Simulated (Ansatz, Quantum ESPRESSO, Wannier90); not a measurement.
# straight Au chain, spacing 2.60 Å: Wannier functions and conductance, part 4 of 5

How many channels does the wire offer, and does a small Wannier basis get them right? The wire: straight Au chain, spacing 2.60 Å.

Quantum ESPRESSO 7.5 and Wannier90 3.1.0; plane-wave DFT, PBE, GBRV ultrasoft pseudopotentials; cross-check by Ansatz 0.2.0 with PAW datasets.

So far. Step 2 (SCF with pw.x): The run needed 9 iterations to bring the estimated error under 1e-07 Ry. Step 6 (Localisation, bands and conductance): Bands and channels are those of the Wannier model: bands that were not projected, and all outside the frozen window, are missing or only approximate.

## 9. Wannier functions and transport, with dist_cutoff = 5.72

Level of this step: maximally localised Wannier functions and ballistic conductance; plane-wave DFT, PBE, GBRV ultrasoft pseudopotentials (Wannier90).

How much does a setting matter? One run is repeated with a change.

The input, wan_w.win:

```
num_wann = 6
num_bands = 17
num_iter = 200
num_print_cycles = 20
conv_tol = 1e-8
conv_window = 5
guiding_centres = true
dis_num_iter = 1500
dis_conv_tol = 1e-8
dis_win_min = -15.4114
dis_win_max = 4.5886
dis_froz_max = -2.9114
search_shells = 120
fermi_energy = -4.4114

transport = true
transport_mode = bulk
one_dim_axis = z
dist_cutoff = 5.72
dist_cutoff_mode = one_dim
tran_win_min = -4.0
tran_win_max = 2.0
tran_energy_step = 0.02

bands_plot = true
bands_num_points = 96
begin kpoint_path
G 0.0 0.0 0.0 Z 0.0 0.0 0.5
end kpoint_path

begin projections
Au:s;d
end projections

begin unit_cell_cart
ang
  8.0000000000 0.0000000000 0.0000000000
  0.0000000000 8.0000000000 0.0000000000
  0.0000000000 0.0000000000 2.6000000000
end unit_cell_cart

begin atoms_frac
  Au 0.0000000000 0.0000000000 0.0000000000
end atoms_frac

mp_grid = 1 1 14
begin kpoints
  0.0 0.0 0.0000000000
  0.0 0.0 0.0714285714
  0.0 0.0 0.1428571429
  0.0 0.0 0.2142857143
  0.0 0.0 0.2857142857
  0.0 0.0 0.3571428571
  0.0 0.0 0.4285714286
  0.0 0.0 0.5000000000
  0.0 0.0 0.5714285714
  0.0 0.0 0.6428571429
  0.0 0.0 0.7142857143
  0.0 0.0 0.7857142857
  0.0 0.0 0.8571428571
  0.0 0.0 0.9285714286
end kpoints
```

Run with:

```
$ OMP_NUM_THREADS=1 wannier90.x wan_w > wan_w.run.log
```

What it wrote:

```text
[banner, memory and clock lines left out]
+---------------------------------------------------+
             |                                                   |
             |                   WANNIER90                       |
             |                                                   |
             +---------------------------------------------------+
             |                                                   |
             |        Welcome to the Maximally-Localized         |
             |        Generalized Wannier Functions code         |
             |                             |
             |                                                   |
             |                                                   |
             |  Wannier90 Developer Group:                       |
             |    Giovanni Pizzi    (EPFL)                       |
             |    Valerio Vitale    (Cambridge)                  |
             |    David Vanderbilt  (Rutgers University)         |
             |    Nicola Marzari    (EPFL)                       |
             |    Ivo Souza         (Universidad del Pais Vasco) |
             |    Arash A. Mostofi  (Imperial College London)    |
             |    Jonathan R. Yates (University of Oxford)       |
             |                                                   |
             |  For the full list of Wannier90 3.x authors,      |
             |  please check the code documentation and the      |
             |  README on the GitHub page of the code            |
             |                                                   |
             |                                                   |
             |                                                   |
             |  [ref] "Wannier90 as a community code:            |
             |        new features and applications",            |
             |        165902 (2020).                             |
             |            |
             |                                                   |
             |  in any publications arising from the use of      |
             |                                                   |
             |  [ref] "Maximally Localized Generalised Wannier   |
             |         Functions for Composite Energy Bands"     |
             |         N. Marzari and D. Vanderbilt              |
             |         Phys. Rev. B 56 12847 (1997)              |
             |                                                   |
             |  [ref] "Maximally Localized Wannier Functions     |
             |         for Entangled Energy Bands"               |
             |         I. Souza, N. Marzari and D. Vanderbilt    |
             |         Phys. Rev. B 65 035109 (2001)             |
             |                                                   |
             |                                                   |
             | Copyright (c) 1996-2020                           |
             |        The Wannier90 Developer Group and          |
             |        individual contributors                    |
             |                                                   |
             |      Release: 3.1.0        5th March    2020      |
             |                                                   |
             | This program is free software; you can            |
             | redistribute it and/or modify it under the terms  |
             | of the GNU General Public License as published by |
             | the Free Software Foundation; either version 2 of |
             | the License, or (at your option) any later version|
             |                                                   |
             | This program is distributed in the hope that it   |
             | will be useful, but WITHOUT ANY WARRANTY; without |
             | even the implied warranty of MERCHANTABILITY or   |
             | FITNESS FOR A PARTICULAR PURPOSE. See the GNU     |
             | General Public License for more details.          |
             |                                                   |
             | You should have received a copy of the GNU General|
             | Public License along with this program; if not,   |
             | write to the Free Software Foundation, Inc.,      |
             | 675 Mass Ave, Cambridge, MA 02139, USA.           |
             |                                                   |
             +---------------------------------------------------+
[date or host left out]
             +---------------------------------------------------+

 ******************************************************************************
 * -> Using CODATA 2006 constant values                                       *
 *    (                      *
 * -> Using Bohr value from CODATA                                            *
 ******************************************************************************

 Running in serial (with parallel executable)

                                    ------
                                    SYSTEM
                                    ------

                              Lattice Vectors (Ang)
                    a_1     8.000000   0.000000   0.000000
                    a_2     0.000000   8.000000   0.000000
                    a_3     0.000000   0.000000   2.600000

                   Unit Cell Volume:     166.40000  (Ang^3)

                        Reciprocal-Space Vectors (Ang^-1)
                    b_1     0.785398   0.000000   0.000000
                    b_2     0.000000   0.785398   0.000000
                    b_3     0.000000   0.000000   2.416610

 *----------------------------------------------------------------------------*
 |   Site       Fractional Coordinate          Cartesian Coordinate (Ang)     |
 +----------------------------------------------------------------------------+
 | Au   1   0.00000   0.00000   0.00000   |    0.00000   0.00000   0.00000    |
 *----------------------------------------------------------------------------*
                                ------------
                                K-POINT GRID
                                ------------

             Grid size =  1 x  1 x 14      Total points =   14

 *---------------------------------- MAIN ------------------------------------*
 |  Number of Wannier Functions               :                 6             |
 |  Number of Objective Wannier Functions     :                 6             |
 |  Number of input Bloch states              :                17             |
 |  Output verbosity (1=low, 5=high)          :                 1             |
[...]
20    -0.133E-04     0.0166646521        7.1930348365       0.01  <-- CONV
        O_D=      0.0000000 O_OD=      0.2394575 O_TOT=      7.1930348 <-- SPRD
 Delta: O_D= -0.1467743E-12 O_OD= -0.1328922E-04 O_TOT= -0.1328922E-04 <-- DLTA
 Cycle:     40
[...]
Sum of centres and spreads (  0.000000,  0.000000, -0.000000 )     7.19130717

     40    -0.170E-04     0.0198177378        7.1913071746       0.02  <-- CONV
        O_D=      0.0000000 O_OD=      0.2377298 O_TOT=      7.1913072 <-- SPRD
 Delta: O_D= -0.2962685E-05 O_OD= -0.1406632E-04 O_TOT= -0.1702900E-04 <-- DLTA
 Cycle:     60
[...]
Sum of centres and spreads (  0.000000, -0.000000,  0.000000 )     7.19117724

     60    -0.466E-05     0.0047730271        7.1911772423       0.03  <-- CONV
        O_D=      0.0000006 O_OD=      0.2375993 O_TOT=      7.1911772 <-- SPRD
 Delta: O_D=  0.5443500E-06 O_OD= -0.5200337E-05 O_TOT= -0.4655987E-05 <-- DLTA
 Cycle:     80
[...]
Sum of centres and spreads ( -0.000000,  0.000000,  0.000000 )     7.19109202

     80    -0.534E-05     0.0058688771        7.1910920153       0.03  <-- CONV
        O_D=      0.0000003 O_OD=      0.2375144 O_TOT=      7.1910920 <-- SPRD
 Delta: O_D= -0.3777196E-07 O_OD= -0.5301842E-05 O_TOT= -0.5339614E-05 <-- DLTA
 Cycle:    100
[...]
Sum of centres and spreads ( -0.000000,  0.000000, -0.000000 )     7.19102562

    100    -0.385E-05     0.0047469135        7.1910256241       0.04  <-- CONV
        O_D=      0.0000003 O_OD=      0.2374480 O_TOT=      7.1910256 <-- SPRD
 Delta: O_D=  0.1966595E-06 O_OD= -0.4043594E-05 O_TOT= -0.3846935E-05 <-- DLTA

 Writing checkpoint file wan_w.chk... done

 Cycle:    120
[...]
Sum of centres and spreads (  0.000000, -0.000000,  0.000000 )     7.19096954

    120    -0.142E-05     0.0038997172        7.1909695415       0.05  <-- CONV
        O_D=      0.0000002 O_OD=      0.2373920 O_TOT=      7.1909695 <-- SPRD
 Delta: O_D=  0.7982712E-07 O_OD= -0.1503677E-05 O_TOT= -0.1423850E-05 <-- DLTA
 Cycle:    140
[...]
Sum of centres and spreads ( -0.000000,  0.000000, -0.000000 )     7.19092364

    140    -0.295E-05     0.0043555434        7.1909236429       0.06  <-- CONV
        O_D=      0.0000002 O_OD=      0.2373461 O_TOT=      7.1909236 <-- SPRD
 Delta: O_D= -0.1259380E-07 O_OD= -0.2939864E-05 O_TOT= -0.2952458E-05 <-- DLTA
 Cycle:    160
[...]
Sum of centres and spreads ( -0.000000,  0.000000, -0.000000 )     7.19088705

    160    -0.212E-05     0.0035282851        7.1908870472       0.07  <-- CONV
        O_D=      0.0000001 O_OD=      0.2373096 O_TOT=      7.1908870 <-- SPRD
 Delta: O_D=  0.1069389E-06 O_OD= -0.2223473E-05 O_TOT= -0.2116534E-05 <-- DLTA
 Cycle:    180
[...]
Sum of centres and spreads (  0.000000, -0.000000,  0.000000 )     7.19085617

    180    -0.785E-06     0.0028946985        7.1908561666       0.08  <-- CONV
        O_D=      0.0000001 O_OD=      0.2372787 O_TOT=      7.1908562 <-- SPRD
 Delta: O_D=  0.4141273E-07 O_OD= -0.8265294E-06 O_TOT= -0.7851166E-06 <-- DLTA
 Cycle:    200
[...]
WF centre and spread    5  (  0.000000,  0.000000,  0.000000 )     0.77149320
  WF centre and spread    6  ( -0.000000,  0.000000, -0.000000 )     0.78210483
  Sum of centres and spreads ( -0.000000,  0.000000, -0.000000 )     7.19083092

    200    -0.162E-05     0.0032312264        7.1908309231       0.08  <-- CONV
        O_D=      0.0000001 O_OD=      0.2372535 O_TOT=      7.1908309 <-- SPRD
 Delta: O_D= -0.2584863E-08 O_OD= -0.1621171E-05 O_TOT= -0.1623756E-05 <-- DLTA

 Writing checkpoint file wan_w.chk... done

 Final State
  WF centre and spread    1  ( -0.000000,  0.000000, -0.000000 )     2.67273365
  WF centre and spread    2  (  0.000000, -0.000000, -0.000000 )     1.15750478
  WF centre and spread    3  (  0.000000, -0.000000,  0.000000 )     0.90349723
  WF centre and spread    4  (  0.000000,  0.000000, -0.000000 )     0.90349723
  WF centre and spread    5  (  0.000000,  0.000000,  0.000000 )     0.77149320
  WF centre and spread    6  ( -0.000000,  0.000000, -0.000000 )     0.78210483
  Sum of centres and spreads ( -0.000000,  0.000000, -0.000000 )     7.19083092

         Spreads (Ang^2)       Omega I      =     6.953577321
        ================       Omega D      =     0.000000099
                               Omega OD     =     0.237253504
    Final Spread (Ang^2)       Omega Total  =     7.190830923
 Time for wannierise            0.081 (sec)

 Writing checkpoint file wan_w.chk... done

 *---------------------------------------------------------------------------*
 |                               PLOTTING                                    |
 *---------------------------------------------------------------------------*

 Translated centres
    translation centre in fractional coordinate:  0.000000  0.000000  0.000000
  WF centre     1  ( -0.000000,  0.000000, -0.000000 )
  WF centre     2  (  0.000000, -0.000000, -0.000000 )
  WF centre     3  (  0.000000, -0.000000,  0.000000 )
  WF centre     4  (  0.000000,  0.000000, -0.000000 )
  WF centre     5  (  0.000000,  0.000000,  0.000000 )
  WF centre     6  ( -0.000000,  0.000000, -0.000000 )

 Calculating interpolated band-structure

 Time to calculate interpolated band structure       0.004 (sec)

 Time for plotting              0.006 (sec)

 *---------------------------------------------------------------------------*
 |                              TRANSPORT                                    |
 *---------------------------------------------------------------------------*

 Calculation of Quantum Conductance and DoS: bulk mode

 Maximum imaginary part of the real-space Hamiltonian:     0.000010

     Maximum real part of the real-space Hamiltonian at each lattice point
            Lattice point R           Max |H_ij(R)|
                  -8                     0.000000
                  -7                     0.000000
                  -6                     0.000000
                  -5                     0.000000
                  -4                     0.000000
                  -3                     0.000000
                  -2                     0.421198
                  -1                     1.323933
                   0                     6.134143
                   1                     1.323933
                   2                     0.421198
                   3                     0.000000
                   4                     0.000000
                   5                     0.000000
                   6                     0.000000
                   7                     0.000000
                   8                     0.000000

 Number of unit cells inside the principal layer:     2
 Number of Wannier Functions inside the principal layer:    12

 Calculating quantum conductance and density of states... done

 Time for transport             0.042 (sec)
 Total Execution Time           0.160 (sec)

 *===========================================================================*
 |                             TIMING INFORMATION                            |
 *===========================================================================*
 |    Tag                                                Ncalls      Time (s)|
 |---------------------------------------------------------------------------|
 |kmesh: get                                        :         1         0.010|
 |overlap: allocate                                 :         1         0.000|
 |overlap: read                                     :         1         0.014|
 |dis: main                                         :         1         0.003|
 |wann: main                                        :         1         0.081|
 |plot: main                                        :         1         0.006|
 |tran: main                                        :         1         0.042|
 *---------------------------------------------------------------------------*

 All done: wannier90 exiting
[key lines of the parts left out:]
|  Fermi energy (eV)                         :            -4.411             |
```

The job ended after 0.75 s (1 MPI rank of AMD EPYC 9R45, shared host; peak memory 0.08 GiB).

The total spread is 7.19 against 7.19 Å². Between −2 and 1.5 eV the channel count differs from the first run's at 5 % of the energies, and at the Fermi level it is 1 against 1. Spreads don't depend on this cutoff; only the transport does.

[end of part 4 of 5]

[Logs are printed without paths, hosts, clocks, repeated set-up lines and the standing remarks that a program may print on its own settings, such as how far it seeks lower states.]

[Hosts, paths, dates, database ids (printed as entryN), source tags and the programs' standing remarks are cut or masked in the printed files.]

[Maps of the electrostatic potential energy from Ansatz leave out the sawtooth potential of an applied field or a dipole correction, so their vacuum need not be flat; planar profiles and work functions include it.]
